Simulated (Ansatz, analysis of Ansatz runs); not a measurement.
# Interstitial H in bcc Nb, hop from a tetrahedral to the next tetrahedral site: migration barrier against experiment

Aim: the migration barrier of interstitial H in bcc Nb, hop from a tetrahedral to the next tetrahedral site, to be set beside the measurement. Set-up: LDA, 32-site cell, LDA lattice, 420 eV, k: 4x4x4 Gamma-centred. The model is a cell of 32 host atoms with 1 H put in. The barrier is the energy of the highest image of a climbing band over the relaxed site that the atom leaves. A local or semilocal functional is the cheapest first rung.

Measured beforehand: Migration barrier: 0.098 eV, by Gorsky effect and other diffusion measurements (T > 250 K); average of cited values (quoted in “Explainable Machine Learning for Hydrogen Diffusion in Metals and Random Binary Alloys”, 2023, G. M. Lu et al., quoting earlier work (1978)). Migration barrier: 0.068 eV (quoted in “Ab-initio study of the transition pathways for single and double interstitial solute (H, N, O, H-H, N-N, and O-O) within bcc refractory metals (Mo and Nb)”, 2024, H. E. Quarshie et al., quoting earlier work (2007)).

Main program and level: Ansatz 0.2.0; plane-wave PAW DFT, LDA; relaxation of all atoms of a defect supercell.

## 1. Set-up

The cell holds 33 atoms: 32 Nb and 1 H. Its edges and angles: a = 9.183 Å, b = 9.183 Å, c = 9.183 Å, α = 60.0°, β = 60.0°, γ = 60.0°. It derives from Nb (space group Im-3m). Nearest the centre at fractional (0.312, 0.438, 0.562): H33 at 0.00 Å, Nb14 at 1.81 Å, Nb4 at 1.81 Å, Nb7 at 1.81 Å, Nb29 at 1.81 Å, Nb22 at 2.93 Å, Nb13 at 2.93 Å, Nb8 at 2.93 Å.

The host's primitive cell comes from a first run (plane-wave PAW DFT, LDA; relaxation of the host's cell and atoms): vectors of 2.812, 2.812 and 2.812 Å. That is 17.11 Å³ an atom, 5.3 % under the diffraction cell's volume. The supercell is built on it.

## 2. Relaxation, charge 0

A barrier counts from a true minimum, so both ends of the jump are relaxed first.

start/input.yaml reads:

```yaml
relax:
  f_tol: 0.02
  max_steps: 80
  escape_saddle: false
crystal:
  lattice:
    - [0.0, 6.49331439, 6.49331439]
    - [6.49331439, 0.0, 6.49331439]
    - [6.49331439, 6.49331439, 0.0]
  atoms:
    - { symbol: Nb, position: [0.0, 0.0, 0.0] }
    - { symbol: Nb, position: [0.125, 0.125, 0.125] }
    - { symbol: Nb, position: [0.25, 0.25, 0.25] }
    - { symbol: Nb, position: [0.375, 0.375, 0.375] }
    - { symbol: Nb, position: [0.0, 0.0, 0.5] }
    - { symbol: Nb, position: [0.125, 0.125, 0.625] }
    - { symbol: Nb, position: [0.25, 0.25, 0.75] }
    - { symbol: Nb, position: [0.375, 0.375, 0.875] }
    - { symbol: Nb, position: [0.0, 0.5, 0.0] }
    - { symbol: Nb, position: [0.125, 0.625, 0.125] }
    - { symbol: Nb, position: [0.25, 0.75, 0.25] }
    - { symbol: Nb, position: [0.375, 0.875, 0.375] }
    - { symbol: Nb, position: [0.0, 0.5, 0.5] }
    - { symbol: Nb, position: [0.125, 0.625, 0.625] }
    - { symbol: Nb, position: [0.25, 0.75, 0.75] }
    - { symbol: Nb, position: [0.375, 0.875, 0.875] }
    - { symbol: Nb, position: [0.5, 0.0, 0.0] }
    - { symbol: Nb, position: [0.625, 0.125, 0.125] }
    - { symbol: Nb, position: [0.75, 0.25, 0.25] }
    - { symbol: Nb, position: [0.875, 0.375, 0.375] }
    - { symbol: Nb, position: [0.5, 0.0, 0.5] }
    - { symbol: Nb, position: [0.625, 0.125, 0.625] }
    - { symbol: Nb, position: [0.75, 0.25, 0.75] }
    - { symbol: Nb, position: [0.875, 0.375, 0.875] }
    - { symbol: Nb, position: [0.5, 0.5, 0.0] }
    - { symbol: Nb, position: [0.625, 0.625, 0.125] }
    - { symbol: Nb, position: [0.75, 0.75, 0.25] }
    - { symbol: Nb, position: [0.875, 0.875, 0.375] }
    - { symbol: Nb, position: [0.5, 0.5, 0.5] }
    - { symbol: Nb, position: [0.625, 0.625, 0.625] }
    - { symbol: Nb, position: [0.75, 0.75, 0.75] }
    - { symbol: Nb, position: [0.875, 0.875, 0.875] }
    - { symbol: H, position: [0.3125, 0.4375, 0.5625] }
basis:
  ecutwfc: 420
  xc_grid: 2
hamiltonian:
  xc: lda
kpoints:
  mp_grid: { grid: [4, 4, 4] }
scf:
  occupations: { method: methfessel_paxton, width: 0.1 }
  max_iter: 120
output:
  forces: true
checkpoint:
  write: "../start.run"
  compress: false
  write_wavefunctions: true
  write_every: 100000
```

Run with:

```
$ ansatz run input.yaml --threads 4 --pin off --max-ram 14131MiB --backend cpu --events-out ev --progress --plain --runs-dir out
```

Numbers of over 12 decimals in the logs are rounded to 6 here.

The log of the run:

```text
[... repeated set-up lines and file paths are left out, and long positions are rounded to six places ...]
Engine: ansatz 0.2.0, aarch64-unknown-linux-gnu
Pseudopotentials: kind: paw
Pseudopotential: Nb, paw, valence charge 13, recommended cutoff 420 eV (normal), Nb.paw.azcp
Pseudopotential: H, paw, valence charge 1, recommended cutoff 420 eV (normal), H.paw.azcp
Functional definition: SPW92
  exchange = slater_x
  correlation = pw_c
Crystal: 33 atoms, lattice volume = 547.557 Å³
Basis set: ecut = 420 eV, 10777 PW (Γ), exchange–correlation on 128×128×128 points (8 copies of the dense FFT grid, shifted against one another)
Bands: 251, of which v1, the nominal top of the filled ones, is band 209 counted from 1 (208 counted from 0)
Symmetry: 8 space group operations
Space group: I-42m (ITA 121), of the structure as read, at distance tolerance 8.2e-5 Å
k-points: 13 of 64 (time reversal used)
Non-local potential: Nb, projectors of the file, l = 0: 3, l = 1: 2, l = 2: 2, l = 3: 1
Non-local potential: H, projectors of the file, l = 0: 2, l = 1: 1
PAW form: soft (Blöchl's): semilocal exchange-correlation on the pseudo side does not see the compensation charge
PAW frozen core: Nb, regenerated for the run's functional, and the local potential with it (the file was generated under x = pbe(κ = 0.804, μ = 0.219515), c = pbe(β = 0.066725))
PAW one-centre angular grid: Nb, 590 points (default); XC on 64 Gauss nodes
PAW one-centre angular grid: H, 110 points (default); XC on 64 Gauss nodes
Initial density: superposition of atomic densities (neutral atoms: chi_scale 0, normalization atom), corrected by the library's trained network
Initial wavefunctions: pseudopotential atomic-orbital guess
Functional: x = slater, c = lda
SCF iter   1: F=—  HF=-142178.942913 eV  |F-HF|=—  |Δ(HF+E_count)|=         —  Δρ=6.48e-3  dr2=7.12e-2  ethr=1.77e-3  ⟨swp⟩=6.5  Hψ=12826  notcnv=0  defer=5
preconditioner: auto → Kerker (q_TF=auto, 2.607 Å⁻¹)  [metal: Δε(μ)=0.004 eV  Ē_g=3.776 eV  σ=0.100 eV  W_gap=0.04  n_scr=168 (ndim 8)  ℏωp=20.1 eV  f_vac=0.000  D(μ)=57.68/eV (n_scr^D=748)]
SCF iter   2: F=—  HF=-142178.922610 eV  |F-HF|=—  |Δ(HF+E_count)|=   2.03e-2  S|Δr|=    0.00e0  Δρ=3.61e-3  dr2=2.29e-2  ethr=1.71e-5  ⟨swp⟩=2.0  Hψ=4713  notcnv=0  defer=8
SCF iter   3: F=—  HF=-142178.917468 eV  |F-HF|=—  |Δ(HF+E_count)|=   5.14e-3  S|Δr|=    0.00e0  Δρ=1.83e-4  dr2=1.25e-4  ethr=5.48e-6  ⟨swp⟩=2.0  Hψ=3973  notcnv=0  defer=8
SCF iter   4: F=—  HF=-142178.918709 eV  |F-HF|=—  |Δ(HF+E_count)|=   1.24e-3  S|Δr|=    0.00e0  Δρ=5.89e-5  dr2=1.27e-5  ethr=3.00e-8  ⟨swp⟩=2.2  Hψ=4643  notcnv=0  defer=8
SCF iter   5: F=-142178.918708 eV  HF=-142178.918708 eV  |F-HF|=5.46e-7  |Δ(HF+E_count)|=   5.50e-7  S|Δr|=    0.00e0  Δρ=1.54e-5  dr2=1.21e-6  ethr=2.40e-9  ⟨swp⟩=4.0  Hψ=9233  notcnv=0
SCF 1 converged in 5 iterations: F = -142178.918708 eV  dr2 = 1.21e-6
  greatest PAW one-centre occupation: 0.997 electrons in one spin orbital (limit 2), on the Nb atom at site 31 (counted from 0), in its partial waves of l = 0
relax step   1: F+E_penalty+E_count = -142178.91870770 eV  Δ(F+E_penalty+E_count) = +0.000e0 eV  max|allowed force component| = 1.176e0 eV/Å  Δτ_max = 0.0000 Å  (5 SCF iters, dr2 threshold 1.00e-5 eV, accepted)
[... the SCF cycles and remarks between the steps are left out from here to the last step ...]
relax step   2: F+E_penalty+E_count = -142178.99656583 eV  Δ(F+E_penalty+E_count) = -7.786e-2 eV  max|allowed force component| = 7.140e-1 eV/Å  Δτ_max = 0.1313 Å  (5 SCF iters, dr2 threshold 8.64e-5 eV, accepted)
relax step   3: F+E_penalty+E_count = -142179.11997384 eV  Δ(F+E_penalty+E_count) = -1.234e-1 eV  max|allowed force component| = 1.472e-1 eV/Å  Δτ_max = 0.0660 Å  (5 SCF iters, dr2 threshold 3.19e-5 eV, accepted)
relax step   4: F+E_penalty+E_count = -142179.12696585 eV  Δ(F+E_penalty+E_count) = -6.992e-3 eV  max|allowed force component| = 6.971e-3 eV/Å  Δτ_max = 0.0150 Å  (5 SCF iters, dr2 threshold 1.35e-6 eV, accepted)
iter 1 solved again at ethr=5.64e-11 eV; its pass at ethr=3.10e-3 eV (dr2=2.35e-7 eV) is discarded
SCF iter   1: F=—  HF=-142179.126966 eV  |F-HF|=—  |Δ(HF+E_count)|=         —  Δρ=5.41e-6  dr2=2.35e-7  ethr=5.64e-11  ⟨swp⟩=1.9  Hψ=9112  notcnv=0  defer=310
SCF iter   2: F=-142179.126966 eV  HF=-142179.126966 eV  |F-HF|=3.95e-8  |Δ(HF+E_count)|=   2.30e-8  S|Δr|=    0.00e0  Δρ=3.10e-6  dr2=6.02e-8  ethr=2.40e-11  ⟨swp⟩=2.6  Hψ=7445  notcnv=0
SCF 5 converged in 2 iterations: F = -142179.126966 eV  dr2 = 6.02e-8
relax step   5: F+E_penalty+E_count = -142179.12696597 eV  Δ(F+E_penalty+E_count) = -1.176e-7 eV  max|allowed force component| = 7.014e-3 eV/Å  Δτ_max = 0.0000 Å  (2 SCF iters, accepted)
NSCF: frozen V_eff on 13 k-points
the band table was solved once a step of the walk had ended and its energy, with any forces and stress, was formed, with the checks that follow a solve (12213 applications of the Hamiltonian). They found nothing against the state; [...]
SCF converged after 2 iterations
Stability not checked: this state was not tested for a lower state beside it, because cold or Methfessel-Paxton smearing, or corrected tetrahedra, fill the levels in a way that the test cannot read (fill_not_monotonic; see scf.lower_state_search)
Free energy (F): -142179.126966 eV
Harris-Foulkes:  -142179.126966 eV  (|F-HF|=3.95e-8)
Internal energy: -142179.113083 eV  (E = F + TS)
E sigma→0 (E₀):  -142179.123495 eV
Entropy (-TS):   -0.013883 eV (-0.421 meV/atom)
Fermi energy:    18.623595 eV
--- Per-component energies (eV) ---
  E_band       = -1769.734851
  E_kinetic    = 12743.667801
  E_local      = -21370.182451  (includes V_loc(G=0)·N_el)
  E_nonlocal   = 3998.863943
  E_hartree    = 6639.084754
  E_xc         = -5619.243440
  E_vxc        = -6853.310368  (∫ρ·V_xc dr)
  E_paw        = -94893.520387  (= ΣΔE_a)
  E_vpaw       = -3566.941570  (= ΣTr[D̂ρ^β])
  E_aug_tail   = -0.001046  (compensation charges beyond the density's cutoff)
  E_ewald      = -43691.404477
  E_core_change = 13.622219  (= ΣΔE_core)
  E_smearing   = -0.013883  (= −TS)
  E_closure    = -0.000000  (closes the sum)
  Σ components = -142179.126966   (vs F -142179.126966, Δ=0.00e0)
--- Forces (eV/Å), atoms counted from 1 ---
  atom   1  Nb     0.00000000     0.00403339     0.00315064
  atom   2  Nb    -0.00246746     0.00452010     0.00287178
  atom   3  Nb     0.00287178    -0.00452010     0.00246746
  atom   4  Nb    -0.00701418     0.00157876     0.00000000
  atom   5  Nb    -0.00287178    -0.00452010    -0.00246746
  atom   6  Nb    -0.00063019     0.00067420    -0.00061654
  atom   7  Nb    -0.00000000    -0.00157876    -0.00701418
  atom   8  Nb     0.00080213     0.00374569    -0.00000000
  atom   9  Nb     0.00061654    -0.00067420    -0.00063019
  atom  10  Nb    -0.00293620    -0.00474417     0.00000000
  atom  11  Nb    -0.00000000    -0.00374569     0.00080213
  atom  12  Nb     0.00063019     0.00067420     0.00061654
  atom  13  Nb    -0.00000000    -0.00374569    -0.00080213
  atom  14  Nb     0.00701418     0.00157876     0.00000000
  atom  15  Nb     0.00061654    -0.00067420     0.00063019
  atom  16  Nb     0.00246746     0.00452010     0.00287178
  atom  17  Nb     0.00000000     0.00474417    -0.00293620
  atom  18  Nb     0.00315064    -0.00403339     0.00000000
  atom  19  Nb    -0.00061654    -0.00067420     0.00063019
  atom  20  Nb     0.00246746     0.00452010    -0.00287178
  atom  21  Nb    -0.00061654    -0.00067420    -0.00063019
  atom  22  Nb    -0.00080213     0.00374569    -0.00000000
  atom  23  Nb     0.00000000     0.00474417     0.00293620
  atom  24  Nb     0.00063019     0.00067420    -0.00061654
  atom  25  Nb     0.00287178    -0.00452010    -0.00246746
  atom  26  Nb    -0.00063019     0.00067420     0.00061654
  atom  27  Nb     0.00000000     0.00403339    -0.00315064
  atom  28  Nb     0.00293620    -0.00474417     0.00000000
  atom  29  Nb    -0.00000000    -0.00157876     0.00701418
  atom  30  Nb    -0.00246746     0.00452010    -0.00287178
  atom  31  Nb    -0.00287178    -0.00452010     0.00246746
  atom  32  Nb    -0.00315064    -0.00403339     0.00000000
  atom  33  H      0.00000000     0.00000000     0.00000000
  max |Σ_I F_I| component: 5.85e-18 eV/Å
--- Band table (eV; the first three rows and the last of 13) ---
  k-point 0: bands = ["-35.5413", "-35.3657", "-35.3657", "-35.3539", [... 243 left out ...] "22.0710", "22.0710", "22.0758", "22.0798"]
  k-point 1: bands = ["-35.5247", "-35.4145", "-35.3710", "-35.3597", [... 243 left out ...] "21.8305", "21.8730", "21.8917", "21.9104"]
  [... further k-points left out ...]
--- Relaxed structure (5 steps of the walk, 5 accepted, 0 SCFs on fresh bases) ---
  F+E_penalty+E_count = -142179.12696597 eV   max|allowed force component| = 7.014e-3 eV/Å
  atoms:
    - { symbol: Nb, position: [-0.000226, -0.001221, 0.001221] }
    - { symbol: Nb, position: [0.124161, 0.122781, 0.127438] }
    - { symbol: Nb, position: [0.250621, 0.249161, 0.247781] }
    - { symbol: Nb, position: [0.376975, 0.373025, 0.366771] }
    - { symbol: Nb, position: [-0.002219, 0.002438, 0.500621] }
    - { symbol: Nb, position: [0.125011, 0.123942, 0.626295] }
    - { symbol: Nb, position: [0.248025, 0.241771, 0.758229] }
    - { symbol: Nb, position: [0.374770, 0.375230, 0.875281] }
    - { symbol: Nb, position: [-0.001058, 0.501295, -0.000248] }
    - { symbol: Nb, position: [0.124846, 0.625154, 0.124518] }
    - { symbol: Nb, position: [0.250230, 0.750281, 0.249719] }
    - { symbol: Nb, position: [0.376295, 0.874752, 0.375011] }
    - { symbol: Nb, position: [-0.000281, 0.499770, 0.500230] }
    - { symbol: Nb, position: [0.116771, 0.633229, 0.626975] }
    - { symbol: Nb, position: [0.248705, 0.751058, 0.749989] }
    - { symbol: Nb, position: [0.374379, 0.872562, 0.877219] }
    - { symbol: Nb, position: [0.500154, -0.000482, 0.000482] }
    - { symbol: Nb, position: [0.625226, 0.124774, 0.123779] }
    - { symbol: Nb, position: [0.749752, 0.250011, 0.248942] }
    - { symbol: Nb, position: [0.877438, 0.375621, 0.374161] }
    - { symbol: Nb, position: [0.499989, 0.000248, 0.498705] }
    - { symbol: Nb, position: [0.625281, 0.124719, 0.624770] }
    - { symbol: Nb, position: [0.750482, 0.249846, 0.750154] }
    - { symbol: Nb, position: [0.875248, 0.373705, 0.876058] }
    - { symbol: Nb, position: [0.500839, 0.499379, -0.002438] }
    - { symbol: Nb, position: [0.626058, 0.624989, 0.125248] }
    - { symbol: Nb, position: [0.751221, 0.750226, 0.249774] }
    - { symbol: Nb, position: [0.874518, 0.875482, 0.374846] }
    - { symbol: Nb, position: [0.508229, 0.501975, 0.498025] }
    - { symbol: Nb, position: [0.627219, 0.625839, 0.624379] }
    - { symbol: Nb, position: [0.747562, 0.752219, 0.750839] }
    - { symbol: Nb, position: [0.873779, 0.876221, 0.875226] }
    - { symbol: H, position: [0.312500, 0.437500, 0.5625] }
```

It took 4.3 min on 4 threads of Arm Neoverse V1, shared host; peak memory 3.8 GiB; 16 min of CPU time.

Step by step:

```csv
step,energy less that of the first step (eV),largest force component (eV/Å)
1,0.0000,1.1757
2,-0.0779,0.7140
3,-0.2013,0.1472
4,-0.2083,0.0070
5,-0.2083,0.0070
```

The run keeps the 8 symmetry operations that it works with, so distortions that break them were not tested.

The atoms that moved most (Å):

```csv
atom,dx,dy,dz,length
Nb4,-0.066,-0.041,0.000,0.078
Nb14,0.066,-0.041,0.000,0.078
Nb29,0.000,0.041,0.066,0.078
Nb7,0.000,0.041,-0.066,0.078
Nb30,0.001,0.010,0.020,0.022
Nb5,0.020,-0.010,0.001,0.022
Nb20,-0.001,0.010,0.020,0.022
Nb3,-0.020,-0.010,-0.001,0.022
```

Neighbours of H33 at the end:

```
atom  distance (Å)
 Nb7         1.892
Nb29         1.892
 Nb4         1.892
Nb14         1.892
Nb22         2.929
 Nb8         2.929
Nb13         2.929
Nb11         2.929
```

Numbers from this step:

| Item | Value |
| --- | --- |
| free energy | -142179.1270 eV |
| smearing term TS | 0.01388 eV |

The other runs of this kind differ in structure, charge or spin alone:

```
                 run    outcome  energy less the first (eV)  moment (μB)     time
relaxation, charge 0  converged                      0.0000         0.00  4.3 min
relaxation, charge 0  converged                      0.0000         0.00  4.3 min
```

The relaxation ends 6.3 meV an atom lower, with a largest force component of 0.0070 eV/Å.

[end of part 1 of 2]

[Logs are printed without paths, hosts, clocks, repeated set-up lines and the standing remarks that a program may print on its own settings, such as how far it seeks lower states.]

[Hosts, paths, dates, database ids (printed as entryN), source tags and the programs' standing remarks are cut or masked in the printed files.]

[For some hosts the program warned that the k-mesh of the response run may be too coarse for force constants and the static dielectric constant; such warnings are not shown here.]
